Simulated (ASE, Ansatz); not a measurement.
**Relaxing random zinc-blende alloy of GaAs and GaP (64 atoms)**

Aim: bring random zinc-blende alloy of GaAs and GaP (64 atoms) to a nearby minimum of the energy and see what moves.

Program: Ansatz 0.2.0. Level of theory: Kohn-Sham DFT, PBE, PAW (set soft_2), plane waves. Results are calculated unless marked as measured.

This is a report of a sequence of runs, with most program output left out.

## 1. The structure

The cell holds 64 atoms: 32 Ga, 4 As and 28 P. Its edges and angles: a = 10.952 Å, b = 10.952 Å, c = 10.952 Å, α = 90.0°, β = 90.0°, γ = 90.0°. It derives from GaAs and GaP. Zinc-blende GaAs, 2 x 2 x 2 conventional cells, 28 of 32 As sites given to P at random (x = 0.875), lattice by Vegard's rule (a = 5.476 Å); every coordinate displaced by a Gaussian of 0.05 Å.

Before any run, some limits are plain. The host structure and its lattice constant were typed by rule, without a check against the phase diagram.

## 2. Single point at the start

A single point comes first, to see the forces before anything moves.

input.yaml

```yaml
crystal:
  lattice:
    - [10.9524, 0.0, 0.0]
    - [0.0, 10.9524, 0.0]
    - [0.0, 0.0, 10.9524]
  atoms:
    - { symbol: Ga, position: [0.99828, 0.00076, 0.00312] }
    - { symbol: As, position: [0.13377, 0.1241, 0.12153] }
    - { symbol: Ga, position: [0.99046, 0.24983, 0.24444] }
    - { symbol: P, position: [0.11848, 0.37422, 0.3803] }
    - { symbol: Ga, position: [0.24516, 0.99357, 0.25383] }
    - { symbol: P, position: [0.37455, 0.11707, 0.3736] }
    - { symbol: Ga, position: [0.24963, 0.25381, 0.00861] }
    - { symbol: P, position: [0.37701, 0.37701, 0.12989] }
[... 52 atom lines left out ...]
    - { symbol: Ga, position: [0.75406, 0.49109, 0.74762] }
    - { symbol: As, position: [0.87742, 0.6222, 0.87103] }
    - { symbol: Ga, position: [0.7586, 0.74733, 0.50007] }
    - { symbol: P, position: [0.87349, 0.87719, 0.62395] }
kpoints:
  mp_grid: { grid: [2, 2, 2] }
hamiltonian:
  xc: pbe
scf:
  occupations: { method: fermi_dirac, width: 0.025 }
output:
  forces: true
```

Command:

```console
$ ansatz run input.yaml --threads 8 --pin off --max-ram 15872MiB --backend cpu --events-out ev --progress --plain --runs-dir out
```

Run time: 46 s. Hardware: 8 threads of Arm Neoverse V2, shared host; peak memory 12 GiB; 5.8 min of CPU time.

The program notes that it cut back its work space to fit the memory limit.

The run gave:

```yaml
free_energy: -161663.4111 eV
free_energy_per_atom: -2525.9908 eV/atom
scf_cycles: 8
r_m_s_force_component: 0.7437 eV/Å
longest_force: 2.424 eV/Å
fermi_energy: 7.997 eV
```

The r.m.s. force component of 0.74 eV/Å sets the starting point.

Length of the force by element:

| element | coordination | atoms | mean length of the force (eV/Å) | spread | least | most |
| --- | --- | --- | --- | --- | --- | --- |
| As | all | 4 | 1.45 | 0.307 | 1.01 | 1.80 |
| Ga | all | 32 | 1.20 | 0.481 | 0.505 | 2.42 |
| P | all | 28 | 1.14 | 0.510 | 0.155 | 2.34 |

## 3. Cell and atoms relaxed

The cell is relaxed with the atoms, since the starting lattice needn't suit this functional.

Changes to input.yaml since step 2:

```diff
@@ -15 +15,5 @@
   forces: true
+relax:
+  f_tol: 0.04
+  max_steps: 150
+  cell: {}
```

Wall time 4.2 min (8 threads); peak memory 12 GiB.

Relaxation path:

| step | energy less that of the first step (eV) | largest force component (eV/Å) | pressure (GPa) | volume (Å³) |
| --- | --- | --- | --- | --- |
| 1 | 0.0000 | 2.3339 | 3.28 | 1313.80 |
| 2 | -3.0067 | 0.8816 | 0.86 | 1342.82 |
| 3 | -3.3973 | 0.0368 | -0.09 | 1357.88 |
| 4 | -3.3995 | 0.0075 | 0.00 | 1356.31 |
| 5* | -3.4099 | 0.0075 | 0.00 | 1356.31 |

Relaxation steps marked * repeat the geometry before them on a plane-wave basis chosen anew for their cell, so energy and pressure can jump there.

| cell as run | before | after | change |
| --- | --- | --- | --- |
| a (Å) | 10.952 | 11.069 | +1.1 % |
| b (Å) | 10.952 | 11.069 | +1.1 % |
| c (Å) | 10.952 | 11.070 | +1.1 % |
| volume (Å³/atom) | 20.53 | 21.19 | +3.2 % |

The atoms that moved most (Å, as changes of fractional coordinates times the final cell):

| atom | dx | dy | dz | length |
| --- | --- | --- | --- | --- |
| P42 | -0.074 | 0.025 | 0.150 | 0.169 |
| P34 | 0.055 | -0.035 | -0.148 | 0.162 |
| P56 | 0.046 | -0.144 | 0.004 | 0.151 |
| Ga27 | 0.095 | 0.001 | -0.114 | 0.148 |
| Ga7 | 0.052 | 0.000 | -0.134 | 0.143 |
| Ga3 | 0.072 | 0.053 | 0.104 | 0.137 |
| Ga35 | 0.051 | -0.067 | 0.107 | 0.136 |
| P6 | 0.009 | 0.121 | 0.038 | 0.128 |

The relaxation changed the energy by -53.3 meV/atom, and atoms moved by 0.092 Å r.m.s., 0.17 Å at most.

## 4. Structure statistics after relaxation

Bonds before and after, by the cutoffs listed below:

| pair | bonds before | bonds after | mean before (Å) | mean after (Å) | spread before (Å) | spread after (Å) |
| --- | --- | --- | --- | --- | --- | --- |
| Ga-P | 112 | 112 | 2.372 | 2.388 | 0.074 | 0.006 |
| Ga-As | 16 | 16 | 2.385 | 2.458 | 0.070 | 0.004 |

Density 4.16 g/cm³, 21.19 Å³ an atom.

Pair distribution functions g(r), in bins of 0.2 Å:

| r (Å) | total | Ga-Ga | Ga-P | Ga-As | P-P | P-As | As-As |
| --- | --- | --- | --- | --- | --- | --- | --- |
| 2.30 | 5.20 | 0.00 | 11.85 | 0.00 | 0.00 | 0.00 | 0.00 |
| 2.50 | 0.73 | 0.00 | 0.10 | 11.05 | 0.00 | 0.00 | 0.00 |
| 2.70 | 0.00 | 0.00 | 0.00 | 0.00 | 0.00 | 0.00 | 0.00 |
| 2.90 | 0.00 | 0.00 | 0.00 | 0.00 | 0.00 | 0.00 | 0.00 |
| 3.10 | 0.00 | 0.00 | 0.00 | 0.00 | 0.00 | 0.00 | 0.00 |
| 3.30 | 0.00 | 0.00 | 0.00 | 0.00 | 0.00 | 0.00 | 0.00 |
| 3.50 | 0.00 | 0.00 | 0.00 | 0.00 | 0.00 | 0.00 | 0.00 |
| 3.70 | 0.00 | 0.00 | 0.00 | 0.00 | 0.00 | 0.00 | 0.00 |
| 3.90 | 6.26 | 11.83 | 0.00 | 0.00 | 13.15 | 13.75 | 8.75 |
| 4.10 | 0.33 | 1.30 | 0.00 | 0.00 | 0.00 | 0.00 | 0.00 |
| 4.30 | 0.00 | 0.00 | 0.00 | 0.00 | 0.00 | 0.00 | 0.00 |
| 4.50 | 3.55 | 0.00 | 6.98 | 8.10 | 0.00 | 0.00 | 0.00 |
| 4.70 | 1.26 | 0.00 | 2.67 | 1.57 | 0.00 | 0.00 | 0.00 |
| 4.90 | 0.00 | 0.00 | 0.00 | 0.00 | 0.00 | 0.00 | 0.00 |
| 5.10 | 0.00 | 0.00 | 0.00 | 0.00 | 0.00 | 0.00 | 0.00 |
| 5.30 | 0.00 | 0.00 | 0.00 | 0.00 | 0.00 | 0.00 | 0.00 |
| 5.50 | 1.61 | 3.14 | 0.00 | 0.00 | 3.23 | 3.77 | 0.00 |
| 5.70 | 0.04 | 0.17 | 0.00 | 0.00 | 0.00 | 0.00 | 0.00 |
| 5.90 | 0.35 | 0.00 | 0.81 | 0.00 | 0.00 | 0.00 | 0.00 |
| 6.10 | 2.43 | 0.00 | 4.75 | 5.55 | 0.00 | 0.00 | 0.00 |
| 6.30 | 0.00 | 0.00 | 0.00 | 0.00 | 0.00 | 0.00 | 0.00 |
| 6.50 | 0.00 | 0.00 | 0.00 | 0.00 | 0.00 | 0.00 | 0.00 |
| 6.70 | 3.56 | 6.46 | 0.00 | 0.00 | 7.75 | 7.75 | 10.30 |
| 6.90 | 0.84 | 2.35 | 0.00 | 0.00 | 1.12 | 0.62 | 1.45 |
| 7.10 | 1.68 | 0.00 | 3.33 | 3.61 | 0.00 | 0.00 | 0.00 |
| 7.30 | 0.93 | 0.00 | 1.89 | 1.61 | 0.00 | 0.00 | 0.00 |
| 7.50 | 0.00 | 0.00 | 0.00 | 0.00 | 0.00 | 0.00 | 0.00 |
| 7.70 | 0.24 | 0.73 | 0.00 | 0.00 | 0.27 | 0.16 | 0.00 |

Bonds by pair of elements; cutoffs follow the first minimum of g(r), held within bounds set by covalent radii, and pairs that aren't listed don't count as bonded:

| pair A-B | cutoff (Å) | bonds | mean length (Å) | spread (Å) | shortest (Å) | B about A | A about B |
| --- | --- | --- | --- | --- | --- | --- | --- |
| Ga-P | 2.77 | 112 | 2.39 | 0.006 | 2.37 | 3.5 | 4 |
| Ga-As | 2.88 | 16 | 2.46 | 0.004 | 2.45 | 0.5 | 4 |

How many atoms have how many bonded neighbours:

| element | mean | 4 |
| --- | --- | --- |
| As | 4 | 4 |
| Ga | 4 | 32 |
| P | 4 | 28 |

Bond angles, per cent of each kind in bins of 5°:

| angle (°) | Ga-P-Ga | P-Ga-P | As-Ga-P | Ga-As-Ga |
| --- | --- | --- | --- | --- |
| 105–110 | 75.6 | 63.7 | 100.0 | 79.2 |
| 110–115 | 24.4 | 36.3 | 0.0 | 20.8 |

Bond angles (no mean is given where the spread exceeds 20°):

| angle | count | mean (°) | spread (°) |
| --- | --- | --- | --- |
| Ga-P-Ga | 168 | 110 | 0.7 |
| P-Ga-P | 146 | 110 | 0.7 |
| As-Ga-P | 44 | 108 | 0.6 |
| Ga-As-Ga | 24 | 110 | 0.7 |
| As-Ga-As | 2 | 107 | 0.1 |

Rings of the network by King's shortest-path rule, up to 12 atoms, one path for each pair of neighbours; H, halogens, alkali and alkaline-earth atoms are left out, and the last column divides by all other atoms, bonded or not:

| ring size (atoms) | rings | per network atom |
| --- | --- | --- |
| 6 | 127 | 1.98 |

With the cutoffs above, all As atoms have 4, all Ga atoms have 4 and all P atoms have 4 bonded neighbours. The Ga-P-Ga angle averages 110° with a spread of 0.7°. All rings counted have 6 atoms.

## 5. Single point at the relaxed geometry

One more single point at the end of the walk gives the fuller output and checks the residual forces.

input.yaml

```yaml
crystal:
  lattice:
    - [11.06884, -0.00051, 0.0002]
    - [-0.00051, 11.06932, 9.0e-05]
    - [0.0002, 9.0e-05, 11.06973]
  atoms:
    - { symbol: Ga, position: [0.99731, 0.9975, 0.99588] }
    - { symbol: As, position: [0.12434, 0.12689, 0.12479] }
    - { symbol: Ga, position: [0.99701, 0.25464, 0.2538] }
    - { symbol: P, position: [0.12536, 0.37674, 0.37599] }
    [... 54 atom lines left out ...]
    - { symbol: Ga, position: [0.5002, 0.75086, 0.74987] }
    - { symbol: P, position: [0.62532, 0.87681, 0.87378] }
    - { symbol: Ga, position: [0.7471, 0.49691, 0.74699] }
    - { symbol: As, position: [0.87541, 0.62566, 0.87476] }
    - { symbol: Ga, position: [0.75412, 0.74741, 0.50351] }
    - { symbol: P, position: [0.87621, 0.87672, 0.62485] }
kpoints:
  mp_grid: { grid: [2, 2, 2] }
hamiltonian:
  xc: pbe
scf:
  occupations: { method: fermi_dirac, width: 0.025 }
output:
  forces: true
  stress: true
  populations: true
  dos:
    method: { smearing: { sigma: 0.08 } }
    de: 0.05
    projected: { site_lists: { As: [As], Ga: [Ga], P: [P] } }
  eigenvalues: true
  write_density: true
  write_potential: true
  volumetric_format: npy
```

The job ended after 1.8 min (8 threads; peak memory 12 GiB; 14 min of CPU time).

Read from the output:

```
free energy                                      : -161666.8210 eV
free energy per atom                             : -2526.0441 eV/atom
SCF cycles                                       : 8
pressure                                         : 0.0004863 GPa
r.m.s. force component                           : 0.00153 eV/Å
longest force                                    : 0.01094 eV/Å
Fermi energy                                     : 7.55 eV
gap (highest filled to lowest empty level) : 1.372 eV
spilling of the projection                       : 0.002521
```

Löwdin charges by element (they lack the spilled electrons, 0.024 e an atom on average):

| element | coordination | atoms | mean charge (e) | spread | least | most |
| --- | --- | --- | --- | --- | --- | --- |
| As | all | 4 | -0.0224 | 7.0e-4 | -0.0233 | -0.0213 |
| Ga | all | 32 | 0.0571 | 0.003 | 0.0503 | 0.064 |
| P | all | 28 | -0.0066 | 0.0012 | -0.0087 | -0.0044 |

States in the cell by windows of 1 eV, zero at the Fermi level; the larger projections on atomic orbitals stand beside the total:

| from (eV) | to (eV) | total | P p | Ga p | Ga s | As p | P s |
| --- | --- | --- | --- | --- | --- | --- | --- |
| -14 | -13 | 0.1 | 0.0 | 0.0 | 0.0 | 0.0 | 0.0 |
| -13 | -12 | 7.5 | 0.2 | 1.2 | 2.3 | 0.0 | 2.9 |
| -12 | -11 | 22.8 | 0.8 | 5.2 | 4.6 | 0.1 | 9.4 |
| -11 | -10 | 33.5 | 0.6 | 8.9 | 2.8 | 0.1 | 17.6 |
| -10 | -8 | 0.0 | 0.0 | 0.0 | 0.0 | 0.0 | 0.0 |
| -8 | -7 | 11.3 | 4.5 | 0.6 | 5.4 | 0.5 | 0.1 |
| -7 | -6 | 31.8 | 12.1 | 3.1 | 12.2 | 1.6 | 2.2 |
| -6 | -5 | 11.2 | 4.5 | 1.4 | 3.0 | 0.5 | 1.4 |
| -5 | -4 | 16.6 | 8.4 | 4.8 | 1.4 | 0.9 | 0.8 |
| -4 | -3 | 44.5 | 24.7 | 14.1 | 1.8 | 2.5 | 0.9 |
| -3 | -2 | 46.3 | 26.8 | 12.9 | 1.3 | 3.9 | 0.7 |
| -2 | -1 | 27.4 | 16.7 | 6.4 | 0.2 | 3.6 | 0.1 |
| -1 | 0 | 3.0 | 2.0 | 0.4 | 0.0 | 0.4 | 0.0 |
| 0 | 1 | 2.9 | 0.3 | 1.0 | 0.7 | 0.0 | 0.6 |
| 1 | 2 | 28.6 | 6.0 | 7.9 | 6.8 | 0.7 | 3.7 |
| 2 | 3 | 45.2 | 11.7 | 12.0 | 9.5 | 1.8 | 3.9 |

Between -26 and -14 eV lie 320 more states.

The stored curve holds about 576 of the 616 electrons; the rest, give or take the few that broadening carries across the Fermi level, lie in deeper levels below its range.

The levels nearest the highest filled one (over half full), pooled over k-points and spins:

| level less the highest filled one (eV) | occupation |
| --- | --- |
| -0.223 | 2 |
| -0.201 | 2 |
| -0.201 | 2 |
| -0.009 | 2 |
| -0.0065 | 2 |
| 0 | 2 |
| 1.37 | 0 |
| 1.46 | 0 |
| 1.47 | 0 |
| 1.47 | 0 |
| 1.47 | 0 |
| 1.63 | 0 |

Valence density in the ac plane at fractional y = 0.126, with atoms of As and P within 0.2 Å of it. It is the smooth field of the valence electrons, not physical close to the nuclei.

Ten steps, logarithmic in the rise over the least value, from '0' (0 e/Å³) to '9' (22 e/Å³), each cell a mean:
```
0000000001122111000000001122111
0000000012222221000000011222221
0000000012211221000000012211221
0000000012212221000000012221221
0000000011222211000000001222221
0000000011111110000000001111111
0112211100000000111221100000000
1222222100000000122222110000000
1221122100000000122112210000000
1222122100000000122222210000000
1122221100000000122222100000000
0111111000000001111111100000000
0000000011122111000000001122211
0000000012222221000000011222221
0000000012211221000000012211221
0000000012222221000000012222221
0000000011222211000000001222221
0000000001111110000000011111110
0112211100000000111221110000000
1235642100000000122222110000000
1269973100000000122112210000000
1258863100000000122122210000000
1123431100000000122222110000000
0111111000000000111111100000000
```
Columns run along a (11.1 Å), rows up along c (11.1 Å). Atoms in or near the plane, at fractional coordinates: As at (0.12, 0.12), P at (0.38, 0.38), P at (0.13, 0.62), P at (0.38, 0.87), P at (0.63, 0.12), P at (0.88, 0.38), P at (0.63, 0.63), P at (0.87, 0.87).

Electrostatic potential energy in the ac plane at fractional y = 0.126, with atoms of As and P within 0.2 Å of it. With pseudopotentials it is smooth inside the atoms' cores, unlike the true potential.

Values in eV, 13 rows by 16 columns, each cell a mean:
```
  9  10  10   9   8  -3  -8   5   9  10  10   9   7  -4  -9   6
 10  10  10  10   4 -40 -51  -6   9  10  10  10   3 -41 -50  -4
  9  10  10   9   7  -6 -12   5   9  10  10   9   7  -7 -11   5
  8   3   1   7   9   9  10   9   8   3   1   7   9   9  10   9
  4 -37 -47  -4  10  10  10  10   4 -37 -47  -4  10  10  10  10
  6 -17 -24   2   9  10  10   9   6 -16 -24   2   9  10  10  10
  8   9   9   9   8   7   6   8   8   9   9   9   8   7   6   8
  9  10  10  10   5 -29 -38  -1   9  10  10  10   5 -28 -38  -1
 10  10  10  10   5 -27 -36  -1   9  10  10  10   5 -28 -37  -1
  9   9   8   9   8   7   7   8   8   9   9   8   8   7   6   8
  5  -3  -2   2   9  10  10  10   7 -15 -23   2   9  10  10  10
  3   0   5  -2  10  10  10  10   4 -37 -48  -5   9  10  10  10
  8   2   1   7   9  10  10   9   8   2   0   7   9  10  10   9
```
Columns run along a (11.1 Å; values clipped at the 3rd and 97th percentile), rows up along c (11.1 Å). Atoms in or near the plane, at fractional coordinates: As at (0.12, 0.12), P at (0.38, 0.38), P at (0.13, 0.62), P at (0.38, 0.87), P at (0.63, 0.12), P at (0.88, 0.38), P at (0.63, 0.63), P at (0.87, 0.87).

Mean Löwdin charges: As -0.02, Ga +0.06, P -0.01 e. Charges this small depend on the projection, at times even in sign. The largest share in the top eV of filled states is P p (65 % of the projected weight), and in the lowest eV of empty states Ga p (36 % of the projected weight).

A closer look about As62, one of the 4 As atoms: 17 atoms, nearest first, numbered in the order of the input, with positions taken from that point.

| atom | x | y | z | distance (Å) | bonds | Löwdin charge (e) |
| --- | --- | --- | --- | --- | --- | --- |
| As62 | 0.00 | 0.00 | 0.00 | 0.00 | 4 | -0.02 |
| Ga61 | -1.42 | -1.43 | -1.41 | 2.46 | 4 | 0.05 |
| Ga17 | 1.42 | -1.42 | 1.42 | 2.46 | 4 | 0.06 |
| Ga27 | 1.42 | 1.42 | -1.43 | 2.46 | 4 | 0.05 |
| Ga55 | -1.43 | 1.42 | 1.42 | 2.46 | 4 | 0.06 |
| P50 | -2.77 | -0.02 | 2.77 | 3.91 | 4 | 0.00 |
| P28 | 2.77 | 2.77 | -0.02 | 3.91 | 4 | 0.00 |
| P56 | 0.00 | 2.77 | 2.77 | 3.92 | 4 | 0.00 |
| P12 | 2.78 | -2.77 | -0.01 | 3.92 | 4 | -0.01 |
| P58 | -2.78 | -0.01 | -2.77 | 3.92 | 4 | -0.01 |
| P40 | -0.01 | -2.77 | 2.78 | 3.92 | 4 | -0.01 |
| P64 | 0.01 | 2.78 | -2.77 | 3.92 | 4 | -0.01 |
| P18 | 2.77 | -0.01 | 2.78 | 3.92 | 4 | -0.01 |
| P60 | -2.77 | 2.78 | -0.01 | 3.92 | 4 | -0.01 |
| P44 | -2.78 | -2.78 | 0.00 | 3.93 | 4 | -0.01 |
| P48 | 0.00 | -2.78 | -2.78 | 3.93 | 4 | -0.01 |
| P26 | 2.78 | 0.00 | -2.78 | 3.93 | 4 | -0.01 |

The column of bonds counts only the pairs Ga-P within 2.77 Å, Ga-As within 2.88 Å; other neighbours, such as metal atoms beside each other in a compound, aren't counted, and periodic images can show an atom twice.

## 6. Coarser k-mesh (Γ alone)

 Besides, the k-mesh goes from 2×2×2 to 1×1×1.

Changes to input.yaml since step 5:

```diff
@@ -8,3 +8,3 @@
 kpoints:
-  mp_grid: { grid: [2, 2, 2] }
+  mp_grid: { grid: [1, 1, 1] }
 hamiltonian:
@@ -22,4 +22 @@
   eigenvalues: true
-  write_density: true
-  write_potential: true
-  volumetric_format: npy
```

Wall time 10 s (8 threads); peak memory 1.8 GiB.

Geometry and reference: those of the single point at the relaxed geometry.

Forces differ from those of the single point at the relaxed geometry by 7.9 meV/Å r.m.s.; the energy by +77 meV/atom, the pressure by +0.35 GPa and the gap by -0.013 eV.

## 7. Functional HSE06

HSE06 mixes in a quarter of exact exchange at short range, which counters self-interaction, at a higher cost.

This step: Kohn-Sham DFT, HSE06, PAW (set soft_2), plane waves (Ansatz 0.2.0).

Changes to input.yaml since step 6:

```diff
@@ -10,3 +10,3 @@
 hamiltonian:
-  xc: pbe
+  xc: hse06
 scf:
```

It took 2.8 min on 8 threads; peak memory 4.1 GiB.

The program notes that the exchange threshold is loose for the stress and the SCF threshold is loose for the stress.

Geometry and reference: those of the coarser k-mesh.

Forces differ from the reference by 11 meV/Å r.m.s.; the pressure by -1.9 GPa and the gap by +0.93 eV. It took 16 times the reference's time (shared host, so rough).

Read from the output:

```yaml
free_energy: -161698.8117 eV
free_energy_per_atom: -2526.5439 eV/atom
scf_cycles: 22
pressure: -1.54 GPa
r_m_s_force_component: 0.01814 eV/Å
longest_force: 0.07798 eV/Å
fermi_energy: 7.584 eV
spacing_of_highest_filled_and_lowest_empty_level: 2.285 eV
spilling_of_the_projection: 0.002464
```

(Part 1 of 2 ends here.)

[Logs are printed without paths, hosts, clocks, repeated set-up lines and the standing remarks that a program may print on its own settings, such as how far it seeks lower states.]

[Hosts, paths, dates, database ids (printed as entryN), source tags and the programs' standing remarks are cut or masked in the printed files.]
